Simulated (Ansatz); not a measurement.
## Black phosphorene bilayer (AB) in a perpendicular field

Wanted: the out-of-plane response of the black phosphorene bilayer (AB). A positive field points along +c.

Method: plane-wave DFT, PBE-D3(BJ), Ansatz PAW, in Ansatz 0.2.0.

Report form: inputs, costs, results and the conclusion, without the logs.

### 1. Set-up

The cell holds 8 atoms: 8 P. Cell: a = 4.620 Å, b = 3.300 Å, c = 46.380 Å, α = 90.0°, β = 90.0°, γ = 90.0°. Regions: layer 1: black phosphorene, 4 atoms (4 P); layer 2: black phosphorene, 4 atoms (4 P). Vacuum lies along c.

### 2. Relaxing the slab

The starting cell is a guess, so the in-plane lattice and the atoms are relaxed first, with the slab cut off from its images along the normal.

Contents of input.yaml:

```yaml
crystal:
  lattice:
    - [4.62, 0.0, 0.0]
    - [0.0, 3.3, 0.0]
    - [0.0, 0.0, 46.380000001]
  atoms:
    - { symbol: P, position: [0.09, 0.0, 0.4172056921] }
    - { symbol: P, position: [0.41, 0.5, 0.4193617939] }
    - { symbol: P, position: [0.91, 0.0, 0.4655023717] }
    - { symbol: P, position: [0.59, 0.5, 0.46334627] }
    - { symbol: P, position: [0.09, 0.5, 0.5344976283] }
    - { symbol: P, position: [0.41, 0.0, 0.53665373] }
    - { symbol: P, position: [0.91, 0.5, 0.5827943079] }
    - { symbol: P, position: [0.59, 0.0, 0.5806382061] }
  periodic: [true, true, false]
kpoints:
  mp_grid: { grid: [8, 10, 1] }
hamiltonian:
  xc: pbe
  dispersion: d3bj
scf:
  occupations: { method: fermi_dirac, width: 0.05 }
  convergence: { dr2_threshold: 1.0e-09 }
relax:
  f_tol: 0.004
  max_steps: 90
  cell: {}
output:
  write_potential: true
  write_density: true
  volumetric_format: npy
```

Run with:

```
> ansatz run input.yaml --threads 2 --pin off --max-ram 4096MiB --backend cpu --events-out ev --progress --plain --runs-dir out
```

The job ended after 8.6 min (2 threads of Intel Xeon at 2.50GHz (Skylake/Cascade Lake), shared host; peak memory 1.1 GiB; 17 min of CPU time).

Relaxation path:

| step | energy less that of the first step (eV) | largest force component (eV/Å) | volume (Å³) |
| --- | --- | --- | --- |
| 1 | 0.0000 | 1.0746 | 707.11 |
| 2 | -0.1645 | 0.4433 | 688.42 |
| 3 | -0.2764 | 0.1755 | 680.87 |
| 4 | -0.2987 | 0.2989 | 674.43 |
| 5 | -0.3333 | 0.0839 | 655.45 |
| 6 | -0.3397 | 0.0498 | 662.81 |
| 7 | -0.3402 | 0.0140 | 662.65 |
| 8 | -0.3402 | 0.0015 | 662.45 |
| 9* | -0.3396 | 0.0014 | 662.45 |

Relaxation steps marked * repeat the geometry before them on a plane-wave basis chosen anew for their cell, so energy and pressure can jump there.

Forces are held to the 4 operations that the program found; a distortion that breaks them can't arise in this run.

| cell as run | before | after | change |
| --- | --- | --- | --- |
| a (Å) | 4.620 | 4.320 | -6.5 % |
| b (Å) | 3.300 | 3.306 | +0.2 % |

The atoms that moved most (Å, along periodic axes as changes of fractional coordinates times the final cell, across vacuum about the mean position):

| atom | dx | dy | dz | length |
| --- | --- | --- | --- | --- |
| P4 | -0.049 | 0.000 | 0.226 | 0.231 |
| P6 | 0.049 | 0.000 | -0.226 | 0.231 |
| P7 | 0.046 | 0.000 | -0.221 | 0.226 |
| P1 | -0.046 | 0.000 | 0.221 | 0.226 |
| P5 | -0.058 | 0.000 | -0.125 | 0.138 |
| P3 | 0.058 | 0.000 | 0.125 | 0.138 |
| P8 | -0.055 | 0.000 | -0.121 | 0.133 |
| P2 | 0.055 | 0.000 | 0.121 | 0.133 |

This step gave:

```
energy at zero smearing : -6047.7459 eV
```

The lattice constant a goes from 4.620 to 4.320 Å.

### 3. Single point, field 0, start network

A sawtooth potential applies the field, turning back in the middle of the vacuum. With the dipole correction the typed value is the field outside the slab. The induced dipole is small, so the SCF threshold is tight.

The cell differs from the one that the last finished run ended in (c 46.380 → 25.238 Å).

Contents of input.yaml:

```yaml
crystal:
  lattice:
    - [4.3201098884, 0.0, 0.0]
    - [0.0, 3.306179482, 0.0]
    - [0.0, 0.0, 25.2381334231]
  atoms:
    - { symbol: P, position: [0.0794161453, 0.0, 0.356603234] }
    - { symbol: P, position: [0.4226891252, 0.5, 0.3566243043] }
    - { symbol: P, position: [0.9233987512, 0.0, 0.4415761666] }
    - { symbol: P, position: [0.5786527791, 0.5, 0.4416011912] }
    - { symbol: P, position: [0.0766012488, 0.5, 0.5584238334] }
    - { symbol: P, position: [0.4213472209, 0.0, 0.5583988088] }
    - { symbol: P, position: [0.9205838547, 0.5, 0.643396766] }
    - { symbol: P, position: [0.5773108748, 0.0, 0.6433756957] }
kpoints:
  mp_grid: { grid: [10, 14, 1] }
  band_path:
    path:
      - [0, 0, 0]
      - [0.5, 0, 0]
      - [0.5, 0.5, 0]
      - [0, 0, 0]
      - [0, 0.5, 0]
      - [0.5, 0.5, 0]
    npoints: 16
hamiltonian:
  xc: pbe
  dispersion: d3bj
scf:
  occupations: { method: fermi_dirac, width: 0.02585 }
  convergence: { dr2_threshold: 1.0e-10 }
efield:
  axis: 3
  dipole_correction: true
  ramp_position: 0.97
  ramp_width: 0.06
  amplitude: 0
output:
  dos: { projected: true, e_range: [-6, 5] }
  write_potential: true
  write_density: true
  volumetric_format: npy
  elf: true
```

Run time: 90 s. Hardware: 2 threads; peak memory 0.88 GiB.

This step gave:

- energy at zero smearing: -6047.7501 eV
- dipole along the normal: 2.18e-6 e·Å
- gap along the path: 0.09178 eV
- smallest direct gap along the path: 0.09178 eV
- ionisation energy, upper face: 4.404 eV
- electron affinity, upper face: 4.312 eV
- gap, the smaller of path and mesh: 0.09178 eV

Running mean over a fixed 2.7 Å (it still follows the layers) of the planar mean; the ramp of the sawtooth is left out. Table of electron's electrostatic potential energy less the Fermi level by z:

| z (Å) | electron's electrostatic potential energy less the Fermi level (eV) |
| --- | --- |
| 4 | 4.36 |
| 5 | 4.35 |
| 6 | 4.30 |
| 7 | 3.32 |
| 8 | -3.16 |
| 9 | -6.28 |
| 10 | -9.81 |
| 11 | -6.71 |
| 12 | -4.84 |
| 13 | -4.15 |
| 14 | -6.20 |
| 15 | -9.69 |
| 16 | -6.93 |
| 17 | -4.45 |
| 18 | 2.29 |
| 19 | 4.25 |
| 20 | 4.35 |
| 21 | 4.36 |
| 22 | 4.36 |

The density of states has structure finer than the step of the table below, so its rows give means over 0.25 eV. Peaks (eV: height): -5.420: 6.70, -3.990: 5.40, -3.410: 5.61, -2.330: 8.28, -1.890: 7.16, -1.590: 5.17, -1.370: 5.30.

The density of states by energy, zero at the Fermi level of the run, which the smearing sets inside the gap; means over each step:

energy (eV), density of states (states/eV a cell) and a bar:
```
    -5.75       5.13 ###########################
    -5.50       5.75 ##############################
    -5.25       4.17 ######################
    -5.00       2.88 ###############
    -4.75       2.99 ###############
    -4.50       4.07 #####################
    -4.25       4.82 #########################
    -4.00       4.80 #########################
    -3.75       4.65 ########################
    -3.50       5.29 ############################
    -3.25       3.93 ####################
    -3.00       3.53 ##################
    -2.75       3.95 ####################
    -2.50       3.53 ##################
    -2.25       5.69 ##############################
    -2.00       5.21 ###########################
    -1.75       4.98 ##########################
    -1.50       3.87 ####################
    -1.25       2.58 #############
    -1.00       1.89 ##########
    -0.75       1.11 ######
    -0.50       0.36 ##
    -0.25       0.22 #
     0.00       0.06 
     0.25       0.57 ###
     0.50       2.07 ###########
     0.75       3.56 ##################
     1.00       3.25 #################
```

Projected DOS per atom over height of the atomic layer and energy from the Fermi level. Layers: P2 P2 P2 P2 from below.

Ten even steps from '0' (0.022 states/eV) to '9' (0.709 states/eV), each cell a mean:
```
5555
4554
2222
0000
0000
0000
2222
3443
6666
9999
9889
6556
6556
6666
9889
7887
8888
6666
5445
6666
9999
7887
```
Columns: height of the atomic layer (Å) from 9.00 to 16.2 (not evenly spaced); rows upwards: energy from the Fermi level (eV) from -5.96 to 1.24.

Electronic bands along the path, in eV, zero at the Fermi level of the run, which the smearing sets inside the gap:

| point | band 17 | band 18 | band 19 | band 20 | band 21 | band 22 | band 23 | band 24 |
| --- | --- | --- | --- | --- | --- | --- | --- | --- |
| Γ | -2.34 | -2.30 | -1.04 | -0.05 | 0.05 | 0.73 | 0.74 | 1.04 |
| halfway | -2.51 | -1.47 | -1.07 | -1.00 | 0.86 | 1.32 | 1.43 | 1.53 |
| X | -1.50 | -1.50 | -1.24 | -1.24 | 1.43 | 1.43 | 1.49 | 1.49 |
| halfway | -2.38 | -2.37 | -1.74 | -1.73 | 1.99 | 1.99 | 2.63 | 2.63 |
| S | -2.11 | -2.11 | -2.10 | -2.10 | 1.87 | 1.87 | 1.88 | 1.88 |
| halfway | -2.47 | -2.22 | -1.85 | -1.41 | 1.19 | 1.20 | 1.73 | 1.81 |
| Γ | -2.34 | -2.30 | -1.04 | -0.05 | 0.05 | 0.73 | 0.74 | 1.04 |
| halfway | -2.56 | -2.05 | -1.21 | -1.01 | 0.42 | 0.55 | 1.01 | 1.52 |
| Y | -2.84 | -2.84 | -2.47 | -2.47 | 0.70 | 0.70 | 0.78 | 0.78 |
| halfway | -2.41 | -2.41 | -1.89 | -1.89 | 1.21 | 1.21 | 1.50 | 1.50 |
| S | -2.11 | -2.11 | -2.10 | -2.10 | 1.87 | 1.87 | 1.88 | 1.88 |

Electrostatic potential energy in the ca plane at fractional y = 0.000, with atoms of P within 0.2 Å of it. With pseudopotentials it is smooth inside the atoms' cores, unlike the true potential.

Values in eV, 6 rows by 16 columns, each cell a mean:
```
  5   5   4 -12 -12 -36 -49   1   4   3   1   0   4   5   5   5
  5   5   5   3   2  -9 -14   3   2   1 -12 -29   1   5   5   5
  5   5   5   3   3   2   2   3 -18 -26 -30 -56  -1   5   5   5
  5   5   4   1   1   3   3   3 -38 -48  -9 -17   3   5   5   5
  5   5   3 -23 -20   1   1   3 -10 -14   2   3   5   5   5   5
  5   5   2 -45 -41 -20 -27   2   2   2   3   3   5   5   5   5
```
Columns run along c (16.0 Å, from fractional 0.21 to 0.84 of the cell; values clipped at the 3rd and 97th percentile), rows up along a (4.3 Å). Atoms in or near the plane, at fractional coordinates: P at (0.36, 0.08), P at (0.44, 0.92), P at (0.56, 0.42), P at (0.64, 0.58).

ELF in the ca plane at fractional y = 0.000, with atoms of P within 0.2 Å of it. It is the smooth field of the valence electrons, not physical close to the nuclei.

Ten even steps from '0' (0.00) to '9' (0.97), each cell a mean:
```
00002589998788830179610000001121100000000000
00000247999766630167400000002444310000000000
00000001344322455553101343224555542100000000
00000000000001245421027998666411586420000000
00000000000000112110159987888400799741000000
00000000001110000000179821699746999852000000
00000000123321000000168500477889998631000000
00000001345653111110036533554467764200000000
00000135653355446763002456531111110000000000
00001368840057788998300233210000000000000000
00002589981179973699610011100000000000000000
```
Columns run along c (16.0 Å, from fractional 0.21 to 0.84 of the cell), rows up along a (4.3 Å). Atoms in or near the plane, at fractional coordinates: P at (0.36, 0.08), P at (0.44, 0.92), P at (0.56, 0.42), P at (0.64, 0.58).

Valence density in the ca plane at fractional y = 0.000, with atoms of P within 0.2 Å of it. It is the smooth field of the valence electrons, not physical close to the nuclei.

Ten even steps from '0' (0.00 e/Å³) to '9' (0.76 e/Å³), each cell a mean:
```
00000001589888971385200000001121100000000000
00000000235444674574100000012344210000000000
00000000011112367752100111123677521000000000
00000000000001234321012354446745741000000000
00000000000000112110014898889712862000000000
00000000011110001100126944999967951000000000
00000000122321000000026722776677521000000000
00000000246642111100014677743222210000000000
00000001477774323221012466421111000000000000
00000002672287667752101223210000000000000000
00000002794499996895100111100011000000000000
```
Columns run along c (16.0 Å, from fractional 0.21 to 0.84 of the cell), rows up along a (4.3 Å). Atoms in or near the plane, at fractional coordinates: P at (0.36, 0.08), P at (0.44, 0.92), P at (0.56, 0.42), P at (0.64, 0.58).

The gap is 0.09 eV, with the valence edge 4.40 eV and the conduction edge 4.31 eV under the upper vacuum level.

### 4. Single point, field 0.05 V/Å

input.yaml, as its differences from that of step 3:

```diff
@@ -36,5 +36,4 @@
   ramp_width: 0.06
-  amplitude: 0
+  amplitude: 0.05
 output:
-  dos: { projected: true, e_range: [-6, 5] }
   write_potential: true
@@ -42,2 +41 @@
   volumetric_format: npy
-  elf: true
```

The job ended after 95 s (2 threads; peak memory 0.86 GiB; 3.1 min of CPU time).

The dipole is 0.0369 e·Å, and the gap 0.091 eV.

### 5. Atoms held, field -0.05 V/Å

input.yaml, as its differences from that of step 4:

```diff
@@ -36,3 +36,3 @@
   ramp_width: 0.06
-  amplitude: 0.05
+  amplitude: -0.05
 output:
```

Run time: 96 s. Hardware: 2 threads; peak memory 0.84 GiB.

The dipole is -0.0369 e·Å, and the gap 0.091 eV.

### 6. Single point, field 0.1 V/Å

input.yaml, as its differences from that of step 5:

```diff
@@ -34,5 +34,5 @@
   dipole_correction: true
-  ramp_position: 0.97
-  ramp_width: 0.06
-  amplitude: -0.05
+  ramp_position: 0.9513
+  ramp_width: 0.0975
+  amplitude: 0.1
 output:
```

The job ended after 97 s (2 threads; peak memory 0.84 GiB; 3.2 min of CPU time).

The dipole is 0.0737 e·Å, and the gap 0.090 eV.

### 7. Atoms held, field -0.1 V/Å

input.yaml, as its differences from that of step 6:

```diff
@@ -36,3 +36,3 @@
   ramp_width: 0.0975
-  amplitude: 0.1
+  amplitude: -0.1
 output:
```

Run time: 98 s. Hardware: 2 threads; peak memory 0.85 GiB; 3.2 min of CPU time.

The dipole is -0.0737 e·Å, and the gap 0.090 eV.

### 8. Atoms held, field 0.2 V/Å

input.yaml, as its differences from that of step 7:

```diff
@@ -36,3 +36,3 @@
   ramp_width: 0.0975
-  amplitude: -0.1
+  amplitude: 0.2
 output:
```

Elapsed: 94 s, on 2 threads; peak memory 0.85 GiB.

The dipole is 0.147 e·Å, and the gap 0.085 eV.

### 9. Atoms held, field -0.2 V/Å

input.yaml, as its differences from that of step 8:

```diff
@@ -36,3 +36,3 @@
   ramp_width: 0.0975
-  amplitude: 0.2
+  amplitude: -0.2
 output:
```

The job ended after 94 s (2 threads; peak memory 0.85 GiB).

The dipole is -0.147 e·Å, and the gap 0.085 eV.

### 10. Atoms held, field 0.3 V/Å

input.yaml, as its differences from that of step 9:

```diff
@@ -34,5 +34,5 @@
   dipole_correction: true
-  ramp_position: 0.9513
-  ramp_width: 0.0975
-  amplitude: -0.2
+  ramp_position: 0.9484
+  ramp_width: 0.1032
+  amplitude: 0.3
 output:
```

The job ended after 91 s (2 threads; peak memory 0.86 GiB; 3 min of CPU time).

The dipole is 0.221 e·Å, and the gap 0.076 eV.

### 11. Atoms held, field -0.3 V/Å

input.yaml, as its differences from that of step 10:

```diff
@@ -36,3 +36,3 @@
   ramp_width: 0.1032
-  amplitude: 0.3
+  amplitude: -0.3
 output:
```

Wall time 88 s (2 threads); peak memory 0.85 GiB.

The dipole is -0.221 e·Å, and the gap 0.076 eV.

### 12. Atoms held, field 0.4 V/Å

input.yaml, as its differences from that of step 11:

```diff
@@ -34,5 +34,5 @@
   dipole_correction: true
-  ramp_position: 0.9484
-  ramp_width: 0.1032
-  amplitude: -0.3
+  ramp_position: 0.9116
+  ramp_width: 0.1767
+  amplitude: 0.4
 output:
```

Run time: 93 s. Hardware: 2 threads; peak memory 0.85 GiB; 3 min of CPU time.

The dipole is 0.295 e·Å, and the gap 0.065 eV.

### 13. Atoms held, field -0.4 V/Å

input.yaml, as its differences from that of step 12:

```diff
@@ -36,3 +36,3 @@
   ramp_width: 0.1767
-  amplitude: 0.4
+  amplitude: -0.4
 output:
```

Run time: 94 s. Hardware: 2 threads; peak memory 0.85 GiB.

The dipole is -0.295 e·Å, and the gap 0.065 eV.

### 14. Response, atoms held

This step: plane-wave DFT, PBE-D3(BJ), Ansatz PAW; response to a field along the normal, atoms held (Ansatz 0.2.0).

The dipoles give the slope, and the difference of two potentials shows where the field is screened.

Numbers from this step:

| Item | Value |
| --- | --- |
| equivalent conductor thickness p/(ε₀AE) | 9.340 Å |
| distance between the outer atoms | 7.238 Å |

Table of dipole of the cell by applied field:

| applied field (V/Å) | dipole of the cell (e·Å) |
| --- | --- |
| -0.400 | -0.295 |
| -0.300 | -0.221 |
| -0.200 | -0.147 |
| -0.100 | -0.0737 |
| -0.050 | -0.0369 |
| 0.000 | 2.2e-6 |
| 0.050 | 0.0369 |
| 0.100 | 0.0737 |
| 0.200 | 0.147 |
| 0.300 | 0.221 |
| 0.400 | 0.295 |

Local field over the applied field, running mean. From the potentials at -0.05 and 0.05 V/Å; running mean over 2.8 Å. The local field over applied field by z:

| z (Å) | local field over applied field |
| --- | --- |
| 4.5 | 0.998 |
| 5.0 | 0.993 |
| 5.5 | 0.981 |
| 6.0 | 0.947 |
| 6.5 | 0.871 |
| 7.0 | 0.734 |
| 7.5 | 0.566 |
| 8.0 | 0.407 |
| 8.5 | 0.255 |
| 9.0 | 0.127 |
| 9.5 | 0.0603 |
| 10.0 | 0.0454 |
| 10.5 | 0.0444 |
| 11.0 | 0.0622 |
| 11.5 | 0.101 |
| 12.0 | 0.122 |
| 12.5 | 0.116 |
| 13.0 | 0.120 |
| 13.5 | 0.115 |
| 14.0 | 0.0799 |
| 14.5 | 0.0493 |
| 15.0 | 0.0441 |
| 15.5 | 0.0495 |
| 16.0 | 0.0864 |
| 16.5 | 0.188 |
| 17.0 | 0.334 |
| 17.5 | 0.489 |
| 18.0 | 0.655 |
| 18.5 | 0.813 |
| 19.0 | 0.918 |
| 19.5 | 0.969 |
| 20.0 | 0.989 |
| 20.5 | 0.996 |
| 21.0 | 0.999 |

The induced electron density oscillates, so the rows of the table below give means over 0.5 Å (shorter at the two ends). Its distinct maxima (Å: e/Å³ per V/Å): 7.99: 0.00412, 9.53: 8.2e-4, 11.08: 8.2e-4, 13.18: 0.00179, 14.86: 7.2e-4, 16.26: 8.4e-4. Distinct minima: 8.97: -8.4e-4, 10.38: -7.2e-4, 12.06: -0.00179, 14.16: -8.2e-4, 15.70: -8.2e-4, 17.25: -0.00412.

Electrons, planar mean, per unit field. The induced electron density by z; means over each step:

| z (Å) | induced electron density (e/Å³ per V/Å) |
| --- | --- |
| 4.5 | 8.0e-6 |
| 5.0 | 2.5e-5 |
| 5.5 | 7.4e-5 |
| 6.0 | 2.2e-4 |
| 6.5 | 5.9e-4 |
| 7.0 | 0.00147 |
| 7.5 | 0.00303 |
| 8.0 | 0.00388 |
| 8.5 | 0.00140 |
| 9.0 | -5.5e-4 |
| 9.5 | 5.9e-4 |
| 10.0 | 6.6e-5 |
| 10.5 | -5.5e-4 |
| 11.0 | 5.2e-4 |
| 11.5 | -3.1e-4 |
| 12.0 | -0.00163 |
| 12.5 | -4.8e-4 |
| 13.0 | 0.00134 |
| 13.5 | 0.00122 |
| 14.0 | -5.1e-4 |
| 14.5 | 8.9e-5 |
| 15.0 | 4.5e-4 |
| 15.5 | -5.9e-4 |
| 16.0 | 5.4e-5 |
| 16.5 | 2.0e-5 |
| 17.0 | -0.00309 |
| 17.5 | -0.00371 |
| 18.0 | -0.00216 |
| 18.5 | -9.2e-4 |
| 19.0 | -3.5e-4 |
| 19.5 | -1.3e-4 |
| 20.0 | -4.2e-5 |
| 20.5 | -1.4e-5 |
| 21.0 | -4.8e-6 |

The smaller of the gaps on the path and on the k-mesh, counted as 0 under 0.03 eV. The gap by applied field:

| applied field (V/Å) | gap (eV) |
| --- | --- |
| -0.400 | 0.0648 |
| -0.300 | 0.0764 |
| -0.200 | 0.0849 |
| -0.100 | 0.0901 |
| -0.050 | 0.0914 |
| 0.000 | 0.0918 |
| 0.050 | 0.0914 |
| 0.100 | 0.0901 |
| 0.200 | 0.0849 |
| 0.300 | 0.0764 |
| 0.400 | 0.0648 |

By hand: between -0.05 and 0.05 V/Å the dipole changes by 0.07372 e·Å, a slope of 0.7372 e·Å²/V. A perfect conductor of thickness t has p = ε₀AEt, so t = 180.95 × 0.7372 / 14.283 = 9.34 Å (e/ε₀ = 180.95 V·Å, A in Å²).

The induced dipole is that of a conductor 9.34 Å thick.

### 15. Outcome

| Property | Result |
| --- | --- |
| gap without field | 0.0918 eV |
| ionisation energy, upper face | 4.40 eV |
| electron affinity, upper face | 4.31 eV |
| equivalent conductor thickness, atoms held | 9.34 Å |

The induced dipole equals that of a perfect conductor 9.34 Å thick, while the outer atoms lie 7.24 Å apart; an out-of-plane ε follows only once a thickness t is chosen, by 1 − 1/ε = 9.34 Å / t. The gap goes from 0.09 eV to 0.06 eV at -0.4 V/Å. Semilocal functionals give gaps that are too small, and excitons are not included.

[Long decimals in the printed logs are rounded to 6 places.]

[Logs are printed without paths, hosts, clocks, repeated set-up lines and the standing remarks that a program may print on its own settings, such as how far it seeks lower states.]

[Hosts, paths, dates, database ids (printed as entryN), source tags and the programs' standing remarks are cut or masked in the printed files.]

[Maps of the electrostatic potential energy from Ansatz leave out the sawtooth potential of an applied field or a dipole correction, so their vacuum need not be flat; planar profiles and work functions include it.]
